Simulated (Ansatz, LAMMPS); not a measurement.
# A frame of liquid methanol from 298 K (96 atoms): geometry optimisation

Aim: bring a frame of liquid methanol from 298 K (96 atoms) to a nearby minimum of the energy and see what moves.

Method: Kohn-Sham DFT, PBE+D3(BJ), PAW (set soft_2), plane waves, in Ansatz 0.2.0.

## Step 1: Set-up

The cell holds 96 atoms: 16 C, 16 O and 64 H. Its edges and angles: a = 10.248 Å, b = 10.248 Å, c = 10.248 Å, α = 90.0°, β = 90.0°, γ = 90.0°. 16 methanol placed at random, at 0.791 g/cm³; overlaps pushed apart, then 10 ps at 398 K with MMFF94 bonds, angles, torsions, charges and radii (Halgren, J. Comput. Chem. 17, 490 (1996)) in harmonic and 12-6 forms. Snapshot after 20 ps at 298 K and fixed volume.

Limits known from the start: The network of contacts between molecules at the start is that of the classical potential that made the cell. The density was typed from a rule of thumb and may lie off the real one at this temperature. The Brillouin zone is sampled at Γ only, in a cell whose shortest periodic width is 10 Å.

## Step 2: Making the structure

A classical potential supplies the starting structure, since it reaches far longer times than DFT.

This step: classical MD, MMFF94 bonds, angles, torsions, charges and radii (Halgren, J. Comput. Chem. 17, 490 (1996)) in harmonic and 12-6 forms (LAMMPS 22 Jul 2025 - Update 4).

in.lmp

```
# liquid methanol
units real
atom_style full
boundary p p p
bond_style harmonic
angle_style harmonic
dihedral_style opls
improper_style harmonic
special_bonds lj 0 0 0.5 coul 0 0 0.75
read_data data.lmp
neigh_modify delay 0 every 1 check yes one 4000
comm_modify cutoff 12.0
timestep 0.5
thermo_style custom step time temp pe press density
thermo_modify norm yes
# push overlapping molecules apart
pair_style soft 2.6
pair_coeff * * 0.0
variable a equal ramp(1,60)
fix ad all adapt 1 pair soft a * * v_a
velocity all create 398 742934 mom yes dist gaussian
fix lim all nve/limit 0.03
fix lan all langevin 398 398 50 742935 zero yes
thermo 1000
run 3000 post no
unfix ad
pair_style lj/cut/coul/long 9.0
pair_modify mix arithmetic tail yes
pair_coeff 1 1 0.0678 3.3680   # C
pair_coeff 2 2 0.0763 3.0430   # O
pair_coeff 3 3 0.0216 2.5400   # H
pair_coeff 4 4 0.0100 1.2000   # H
kspace_style pppm 1.0e-4
thermo 100
# [... 16 lines left out ...]
compute msd all msd com yes
thermo 5000
fix md all nvt temp 298 298 100
run 20000 post no
print "== T298: mean square displacement over the hold $(c_msd[4]:%.2f) A^2"
unfix md
uncompute msd
write_dump all custom T298.dump id type xs ys zs modify sort id
```

Run with:

```
> lmp -in in.lmp -log none -nocite
```

Numbers of over 12 decimals in the logs are rounded to 6 here.

Output:

```text
LAMMPS (22 Jul 2025 - Update 4)
Reading data file ...
  orthogonal box = (0 0 0) to (10.24796 10.24796 10.24796)
  96 atoms
  orthogonal box = (0 0 0) to (10.24796 10.24796 10.24796)
  80 bonds
  112 angles
  48 dihedrals
   Step          Time           Temp          PotEng         Press         Density
         0   0              398            0.27150838     8489.6302      0.79099984
      1000   500            472.17214      1.1284045      18259.969      0.79099984
      2000   1000           377.51768      1.5440632      14901.723      0.79099984
      3000   1500           418.7231       1.4872353      25067.152      0.79099984
Loop time of 0.152987 s on 1 MPI rank(s) for 3000 steps with 96 atoms
PPPM initialization ...
  G vector (1/distance) = 0.29491226
  grid = 6 6 6
  estimated relative force accuracy = 2.8675639e-05
   Step          Time           Temp          PotEng         Press         Density
      3000   1500           418.7231       0.73676759    -774.17719      0.79099984
      3100   1550           418.7231      -1.1801641      2915.634       0.79099984
      3200   1600           418.7231      -1.4492807      3206.9021      0.79099984
      3289   1644.5         418.7231      -1.5231512      3088.8403      0.79099984
Loop time of 0.181787 s on 1 MPI rank(s) for 289 steps with 96 atoms
Minimization stats:
[... 1 lines left out ...]
  Energy initial, next-to-last, final =
     0.736767585489987  -1.52314154029615  -1.52315120750896
  Force two-norm initial, final = 342.31415 2.5109337
  Iterations, force evaluations = 289 574
   Step          Time           Temp          PotEng         Press         Density
         0   0              398           -1.5231512      2839.5914      0.79099984
      1000   500            405.66104     -0.4227463      3511.8817      0.79099984
      2000   1000           402.92402     -0.38308375     3821.3365      0.79099984
Loop time of 0.507245 s on 1 MPI rank(s) for 2000 steps with 96 atoms
   Step          Time           Temp          PotEng         Press         Density
      2000   1000           402.92402     -0.38308375     3821.3365      0.79099984
[... 5 lines left out ...]
Loop time of 2.94888 s on 1 MPI rank(s) for 10000 steps with 96 atoms
   Step          Time           Temp          PotEng         Press         Density
[... 4 lines left out ...]
Loop time of 1.33716 s on 1 MPI rank(s) for 5000 steps with 96 atoms
   Step          Time           Temp          PotEng         Press         Density
[... 2 lines left out ...]
     25000   24000          333.161       -0.65927687     11589.783      0.79099984
     30000   29000          298.6018      -0.68012127     5262.4536      0.79099984
     35000   34000          295.26303     -0.72105638    -809.82447      0.79099984
     37000   36000          292.03976     -0.64884803     2533.0337      0.79099984
Loop time of 5.27181 s on 1 MPI rank(s) for 20000 steps with 96 atoms
== T298: mean square displacement over the hold 20.52 A^2
```

Run time: 11 s. Hardware: 1 thread of Intel Xeon 6975P-C (Granite Rapids), shared host; peak memory 0.12 GiB.

The input also reads data.lmp (atoms, bonds and types; not printed here).

## Step 3: Single point at the start

A single point comes first, to see the forces before anything moves.

input.yaml

```yaml
crystal:
  lattice:
    - [10.24796, 0.0, 0.0]
    - [0.0, 10.24796, 0.0]
    - [0.0, 0.0, 10.24796]
  atoms:
    - { symbol: C, position: [0.73166, 0.62838, 0.40139] }
    - { symbol: O, position: [0.63099, 0.5363, 0.43476] }
    - { symbol: H, position: [0.75664, 0.68094, 0.49031] }
    - { symbol: H, position: [0.71344, 0.68328, 0.3144] }
    - { symbol: H, position: [0.8205, 0.57074, 0.38076] }
    - { symbol: H, position: [0.62193, 0.47381, 0.36412] }
    - { symbol: C, position: [0.9584, 0.75324, 0.78388] }
    - { symbol: O, position: [0.04774, 0.72724, 0.67888] }
    - { symbol: H, position: [0.88631, 0.81314, 0.74094] }
    - { symbol: H, position: [0.99434, 0.80844, 0.86848] }
    - { symbol: H, position: [0.9135, 0.66274, 0.8199] }
    - { symbol: H, position: [0.11216, 0.66801, 0.70892] }
    - { symbol: C, position: [0.38136, 0.67114, 0.28112] }
    - { symbol: O, position: [0.25749, 0.72504, 0.272] }
    - { symbol: H, position: [0.43603, 0.70439, 0.37124] }
    - { symbol: H, position: [0.43805, 0.71021, 0.19957] }
    - { symbol: H, position: [0.36795, 0.56638, 0.28924] }
    - { symbol: H, position: [0.2684, 0.81501, 0.24368] }
    - { symbol: C, position: [0.5557, 0.09712, 0.26897] }
    - { symbol: O, position: [0.45184, 0.00962, 0.24581] }
    - { symbol: H, position: [0.52048, 0.1947, 0.30426] }
    - { symbol: H, position: [0.60416, 0.10407, 0.17724] }
    - { symbol: H, position: [0.6183, 0.05742, 0.34165] }
    - { symbol: H, position: [0.42722, 0.97228, 0.33275] }
    - { symbol: C, position: [0.55052, 0.39634, 0.07088] }
    - { symbol: O, position: [0.61616, 0.39073, 0.19383] }
    - { symbol: H, position: [0.59071, 0.32557, 0.01018] }
    - { symbol: H, position: [0.57125, 0.48997, 0.02761] }
    - { symbol: H, position: [0.44607, 0.38519, 0.08574] }
    - { symbol: H, position: [0.70883, 0.41176, 0.17135] }
    - { symbol: C, position: [0.92981, 0.40798, 0.61278] }
    - { symbol: O, position: [0.06293, 0.35774, 0.6198] }
    - { symbol: H, position: [0.94356, 0.51042, 0.61761] }
    - { symbol: H, position: [0.883, 0.38307, 0.70769] }
    - { symbol: H, position: [0.87908, 0.39192, 0.521] }
    - { symbol: H, position: [0.05268, 0.27936, 0.5597] }
    - { symbol: C, position: [0.94938, 0.16154, 0.0908] }
    - { symbol: O, position: [0.06468, 0.19797, 0.1609] }
    - { symbol: H, position: [0.9843, 0.132, 0.99752] }
    - { symbol: H, position: [0.87934, 0.24029, 0.08359] }
    - { symbol: H, position: [0.90104, 0.07576, 0.12771] }
    - { symbol: H, position: [0.12715, 0.13089, 0.126] }
    - { symbol: C, position: [0.54894, 0.62874, 0.76467] }
    - { symbol: O, position: [0.56949, 0.50307, 0.70702] }
    - { symbol: H, position: [0.60201, 0.71161, 0.71765] }
    - { symbol: H, position: [0.59367, 0.63313, 0.85972] }
    - { symbol: H, position: [0.44621, 0.63452, 0.7872] }
    - { symbol: H, position: [0.56913, 0.52296, 0.61265] }
    - { symbol: C, position: [0.30194, 0.01158, 0.95194] }
    - { symbol: O, position: [0.2486, 0.00306, 0.08435] }
    - { symbol: H, position: [0.35835, 0.92754, 0.93505] }
    - { symbol: H, position: [0.36358, 0.09882, 0.93372] }
    - { symbol: H, position: [0.21505, 0.00385, 0.89264] }
    - { symbol: H, position: [0.32555, 0.0299, 0.13979] }
    - { symbol: C, position: [0.8653, 0.53342, 0.02207] }
    - { symbol: O, position: [0.86435, 0.45591, 0.13837] }
    - { symbol: H, position: [0.89208, 0.63539, 0.0447] }
    - { symbol: H, position: [0.76911, 0.53859, 0.98172] }
    - { symbol: H, position: [0.92411, 0.48133, 0.95417] }
    - { symbol: H, position: [0.94889, 0.47129, 0.17362] }
    - { symbol: C, position: [0.27235, 0.91022, 0.56973] }
    - { symbol: O, position: [0.39049, 0.96555, 0.51476] }
    - { symbol: H, position: [0.20396, 0.98551, 0.60699] }
    - { symbol: H, position: [0.28791, 0.83963, 0.64904] }
    - { symbol: H, position: [0.21659, 0.871, 0.49272] }
    - { symbol: H, position: [0.45173, 0.95066, 0.58573] }
    - { symbol: C, position: [0.20871, 0.46824, 0.86716] }
    - { symbol: O, position: [0.20802, 0.52419, 0.74627] }
    - { symbol: H, position: [0.13959, 0.38874, 0.8673] }
    - { symbol: H, position: [0.18332, 0.54931, 0.93618] }
    - { symbol: H, position: [0.30817, 0.42953, 0.87515] }
    - { symbol: H, position: [0.17664, 0.45497, 0.68418] }
    - { symbol: C, position: [0.36033, 0.28625, 0.64606] }
    - { symbol: O, position: [0.49164, 0.25808, 0.68422] }
    - { symbol: H, position: [0.32653, 0.21723, 0.57248] }
    - { symbol: H, position: [0.35823, 0.38474, 0.61184] }
    - { symbol: H, position: [0.30124, 0.2717, 0.72542] }
    - { symbol: H, position: [0.52054, 0.34703, 0.71043] }
    [... 12 atom lines left out ...]
    - { symbol: C, position: [0.71913, 0.04896, 0.77836] }
    - { symbol: O, position: [0.58792, 0.02966, 0.7348] }
    - { symbol: H, position: [0.7938, 0.05833, 0.69532] }
    - { symbol: H, position: [0.75136, 0.96485, 0.82771] }
    - { symbol: H, position: [0.72185, 0.13955, 0.82649] }
    - { symbol: H, position: [0.55549, 0.11469, 0.70065] }
kpoints:
  mp_grid: { grid: [1, 1, 1] }
hamiltonian:
  xc: pbe
  dispersion: d3bj
scf:
  occupations: { method: fermi_dirac, width: 0.05 }
output:
  forces: true
  stress: true
  populations: true
  dos:
    method: { smearing: { sigma: 0.08 } }
    de: 0.1
    projected: { site_lists: { C: [C], H: [H], O: [O] } }
  eigenvalues: true
```

Run with:

```
> ansatz run input.yaml --threads 4 --pin off --max-ram 8192MiB --backend cpu --events-out ev --progress --plain --runs-dir out
```

Output:

```text
Engine: ansatz 0.2.0, x86_64-unknown-linux-gnu
Pseudopotentials: kind: paw
Pseudopotential: C, paw, valence charge 4, recommended cutoff 420 eV (normal), C.paw.azcp
Pseudopotential: O, paw, valence charge 6, recommended cutoff 420 eV (normal), O.paw.azcp
Pseudopotential: H, paw, valence charge 1, recommended cutoff 420 eV (normal), H.paw.azcp
[... 5 lines on functional and potentials left out ...]
Crystal: 96 atoms, lattice volume = 1076.248 Å³
Basis set: ecut = 420 eV, 21079 PW (Γ), exchange–correlation on 144×144×144 points (8 copies of the dense FFT grid, shifted against one another)
Bands: 208, of which v1, the nominal top of the filled ones, is band 112 counted from 1 (111 counted from 0)
Symmetry: 1 space group operations
Space group: P1 (ITA 1), of the structure as read, at distance tolerance 1.0e-4 Å
k-points: 1
[... 7 lines on functional and potentials left out ...]
Initial density: superposition of atomic densities (neutral atoms: chi_scale 0, normalization atom), corrected by the library's trained network
Initial wavefunctions: pseudopotential atomic-orbital guess
Functional: x = pbe(κ = 0.804, μ = 0.219515), c = pbe(β = 0.066725)
SCF iter   1: F=—  HF=-14114.508530 eV  |F-HF|=—  |Δ(HF+E_count)|=         —  Δρ=4.39e-3  dr2=2.61e-1  ethr=1.77e-3  ⟨swp⟩=6.0  Hψ=985  notcnv=0  defer=29
preconditioner: auto → Resta (q_TF=auto, 2.100 Å⁻¹)  ε∞=2.1  [insulator: Δε(μ)=4.654 eV  Ē_g=16.256 eV  σ=0.050 eV  W_gap=1.00  n_scr=170 (ndim 8)  ℏωp=16.9 eV  f_vac=0.313  D(μ)=0.00/eV (n_scr^D=0)  ε∞_Penn≈2.1]
SCF iter   2: F=—  HF=-14114.450480 eV  |F-HF|=—  |Δ(HF+E_count)|=   5.80e-2  Δρ=2.26e-3  dr2=5.26e-2  ethr=1.17e-4  ⟨swp⟩=2.0  Hψ=269  notcnv=0  defer=92
SCF iter   3: F=—  HF=-14114.451239 eV  |F-HF|=—  |Δ(HF+E_count)|=   7.59e-4  Δρ=9.31e-4  dr2=1.40e-2  ethr=2.35e-5  ⟨swp⟩=2.0  Hψ=231  notcnv=0  defer=92
SCF iter   4: F=—  HF=-14114.451682 eV  |F-HF|=—  |Δ(HF+E_count)|=   4.43e-4  Δρ=2.97e-4  dr2=1.36e-3  ethr=6.25e-6  ⟨swp⟩=2.0  Hψ=231  notcnv=0  defer=92
SCF iter   5: F=—  HF=-14114.451763 eV  |F-HF|=—  |Δ(HF+E_count)|=   8.10e-5  Δρ=1.50e-4  dr2=2.31e-4  ethr=6.09e-7  ⟨swp⟩=2.0  Hψ=224  notcnv=0  defer=92
SCF iter   6: F=—  HF=-14114.451707 eV  |F-HF|=—  |Δ(HF+E_count)|=   5.57e-5  Δρ=5.92e-5  dr2=2.93e-5  ethr=1.03e-7  ⟨swp⟩=3.0  Hψ=222  notcnv=0  defer=92
SCF iter   7: F=—  HF=-14114.452500 eV  |F-HF|=—  |Δ(HF+E_count)|=   7.93e-4  Δρ=1.68e-5  dr2=2.83e-6  ethr=1.31e-8  ⟨swp⟩=2.0  Hψ=311  notcnv=0  defer=92
SCF iter   8: F=—  HF=-14114.452499 eV  |F-HF|=—  |Δ(HF+E_count)|=   1.67e-6  Δρ=4.79e-6  dr2=2.65e-7  ethr=1.26e-9  ⟨swp⟩=2.0  Hψ=226  notcnv=0  defer=92
SCF iter   9: F=-14114.452498 eV  HF=-14114.452498 eV  |F-HF|=6.55e-8  |Δ(HF+E_count)|=   1.59e-7  Δρ=2.75e-6  dr2=7.05e-8  ethr=4.46e-11  ⟨swp⟩=16.0  Hψ=1318  notcnv=0
SCF 1 converged in 9 iterations: F = -14114.452498 eV  dr2 = 7.05e-8
  greatest PAW one-centre occupation: 0.865 electrons in one spin orbital (limit 2), on the O atom at site 7 (counted from 0), in its partial waves of l = 0
SCF converged after 9 iterations
Free energy (F): -14114.452498 eV
Harris-Foulkes:  -14114.452498 eV  (|F-HF|=6.55e-8)
Internal energy: -14114.452498 eV  (E = F + TS)
E sigma→0 (E₀):  -14114.452498 eV
Fermi energy:    0.176547 eV
--- Per-component energies (eV) ---
  E_band       = -2052.112108
  E_kinetic    = 5171.483856
  E_local      = -18358.388609  (includes V_loc(G=0)·N_el)
  E_nonlocal   = 1316.775652
  E_hartree    = 6872.647766
  E_xc         = -2519.833022
  E_vxc        = -3192.142094  (∫ρ·V_xc dr)
  E_paw        = -4163.353594  (= ΣΔE_a)
  E_vpaw       = -735.087803  (= ΣTr[D̂ρ^β])
  E_aug_tail   = -0.046440  (compensation charges beyond the density's cutoff)
  E_ewald      = -2430.480484
  E_disp       = -3.257625  (pairwise vdW)
  E_smearing   = -0.000000  (= −TS)
  E_closure    = -0.000000  (closes the sum)
  Σ components = -14114.452498   (vs F -14114.452498, Δ=0.00e0)
--- Forces (eV/Å), atoms counted from 1 ---
  atom   1  C      1.01151270    -2.14575368     0.75423506
  atom   2  O     -0.29459829     0.63117962     0.55035318
  atom   3  H     -0.29859519     0.62910301    -0.07014794
  atom   4  H     -0.52192423     0.87124349    -0.46273840
  atom   5  H      0.08020471     0.25655836    -0.14489426
  atom   6  H     -0.14584790    -0.15575364    -0.52753648
  atom   7  C      0.70295177    -0.81516372    -0.40224313
  atom   8  O     -1.28420590     1.56353572     0.12921931
  atom   9  H     -1.24163446     0.70671742    -0.50331449
  atom  10  H      0.62525586    -0.02529000     0.05009497
  atom  11  H     -0.05839770     0.00303101    -0.02111418
  atom  12  H      1.18405396    -1.34473397     0.57020184
  atom  13  C      1.51609805     0.48143984     1.05990439
  atom  14  O     -1.27931094     1.45361302     0.10177932
[...]
atom  95  H      0.43812221     1.18558117     1.43231398
  atom  96  H      0.03706277     0.01035652     0.33695978
  max |Σ_I F_I| component: 1.77e-4 eV/Å
--- Stress (GPa, compression-positive) ---
        2.036056      -0.885286       0.556102
       -0.885287       1.572273      -0.305040
        0.556102      -0.305040       1.764352
  P = ⅓ Tr σ = 1.7909 GPa (17.909 kbar)
--- Band table (eV) ---
  k-point 0: bands = ["-22.6517", "-22.1051", "-22.0787", "-22.0636", [... 192 levels ...], "9.6412", "9.6442", "9.7293", "9.7970", "9.9404", "9.9682", "9.9978", "10.0650", "10.1143", "10.1832", "10.2274", "10.3020"]
--- Löwdin populations: 96 sites ---
  site symbol       q [e]
     0      C      4.2313
     1      O      6.5346
     2      H      0.7940
[...]
95      H      0.6220
  spilling = 0.014625 (of n_electrons = 224.000000)
```

Elapsed: 4.1 s, on 4 threads of Intel Xeon 6975P-C (Granite Rapids), shared host; peak memory 1.1 GiB.

The run gave:

```yaml
free_energy: -14114.4525 eV
free_energy_per_atom: -147.0255 eV/atom
scf_cycles: 9
pressure: 1.791 GPa
r_m_s_force_component: 0.7806 eV/Å
longest_force: 3.213 eV/Å
fermi_energy: 0.1765 eV
spacing_of_highest_filled_and_lowest_empty_level: 4.487 eV
spilling_of_the_projection: 0.01463
```

The r.m.s. force component of 0.78 eV/Å and the pressure of 1.8 GPa set the starting point.

Length of the force by element:

| element | coordination | atoms | mean length of the force (eV/Å) | spread | least | most |
| --- | --- | --- | --- | --- | --- | --- |
| C | all | 16 | 1.58 | 0.691 | 0.391 | 3.13 |
| H | all | 64 | 1.02 | 0.512 | 0.0622 | 2.93 |
| O | all | 16 | 1.47 | 0.759 | 0.575 | 3.21 |

(Continued in part 2 of 4.)

[Logs are printed without paths, hosts, clocks, repeated set-up lines and the standing remarks that a program may print on its own settings, such as how far it seeks lower states.]

[Hosts, paths, dates, database ids (printed as entryN), source tags and the programs' standing remarks are cut or masked in the printed files.]

[The MMFF94 radii named for the starting cell were scaled by 0.96; in molecules described by MMFF94, hydrogen bound to N, O or S took a small fixed 12-6 site in their place.]
